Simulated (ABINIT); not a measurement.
```
! title: How the form of the self-energy moves the gap of CsPbCl3 (Pm-3m)
! method: RPA screening on PBE, plane waves, norm-conserving pseudopotentials (and 5 further levels or steps)
! program: ABINIT 10.8.3
! settings: cutoff 25 Ha, PseudoDojo scalar-relativistic 0.4.1 standard, norm-conserving, ngkpt (2, 2, 2), nband 266, ecuteps 5.6 Ha, gwcalctyp 1, nfreqim 16, inclvkb 2, shiftk (0, 0, 0), symchi 1, awtr 1, frequency ac, 2×2×2 k-mesh
! cost: 13 runs, 15 min in all on 8 MPI ranks of Intel Xeon 6975P-C (Granite Rapids), shared host
! notes: The program’s warnings: nproc spkpt=  >= nkpt= * nsppol=. The cell and positions come from the Crystallography Open Database and are kept as given unless a step says otherwise. Limits: no spin-orbit coupling. Static COHSEX lies above G0W0: it lacks the factor Z and overstates the Coulomb hole of the filled states. The 2×2×2 mesh is coarse for this cell, which bears on the long-range parts of exchange and screening. The norm-conserving file of at least one element keeps a d shell over frozen s and p shells of the same row. Exchange with those shells is missing from the self-energy, an error of 0.3 to 0.9 eV in cases checked, whose sign depends on which edge lies on those atoms.
! G0W0, Godby-Needs plasmon pole: 3.166 eV
! G0W0, Hybertsen-Louie plasmon pole: 3.201 eV
! G0W0, von der Linden-Horsch plasmon pole: 3.208 eV
! G0W0, Engel-Farid plasmon pole: 3.255 eV
! one-shot SEX: 0.903 eV
! one-shot COHSEX: 4.522 eV
! one-shot Hartree-Fock: 7.777 eV
! G0W0, contour deformation: 3.235 eV
! G0W0, analytic continuation: 3.156 eV
! known limits: short of the basis limit; exchange with frozen shells missing; no spin-orbit coupling; coarse k mesh
CELL_PARAMETERS angstrom
5.60500 0.00000 0.00000
0.00000 5.60500 0.00000
0.00000 0.00000 5.60500
ATOMIC_POSITIONS crystal
Cs 0.00000 0.00000 0.00000
Pb 0.50000 0.50000 0.50000
Cl 0.50000 0.50000 0.00000
Cl 0.00000 0.50000 0.50000
Cl 0.50000 0.00000 0.50000
```

[Long decimals in the printed logs are rounded to 6 places.]

[Logs are printed without paths, hosts, clocks, repeated set-up lines and the standing remarks that a program may print on its own settings, such as how far it seeks lower states.]

[Paths, hosts, dates, memory and timing lines, banners, echoed tables and standing remarks are left out of the program output; an Ansatz launch command may be rebuilt from the run's recorded settings. Measured values are a selection of at most five: reports struck by readers or far from the other reports are left out. None is set beside runs whose start may be inverted or whose files or cutoffs have a known fault.]

[Runs of the session that timed out or met a known fault of the program may be left out.]

[Hosts, paths, dates, database ids (printed as entryN), source tags and the programs' standing remarks are cut or masked in the printed files.]

[G0W0 gaps are taken among the corrected bands and points alone; a level outside them can change the order at an edge.]

[Where Ansatz stands beside ABINIT at settings called matched, ABINIT's density can come from a denser mesh and the files from another edition; pairs whose starting gaps differed by over 0.03 eV were left out, so agreement reads better than it is.]
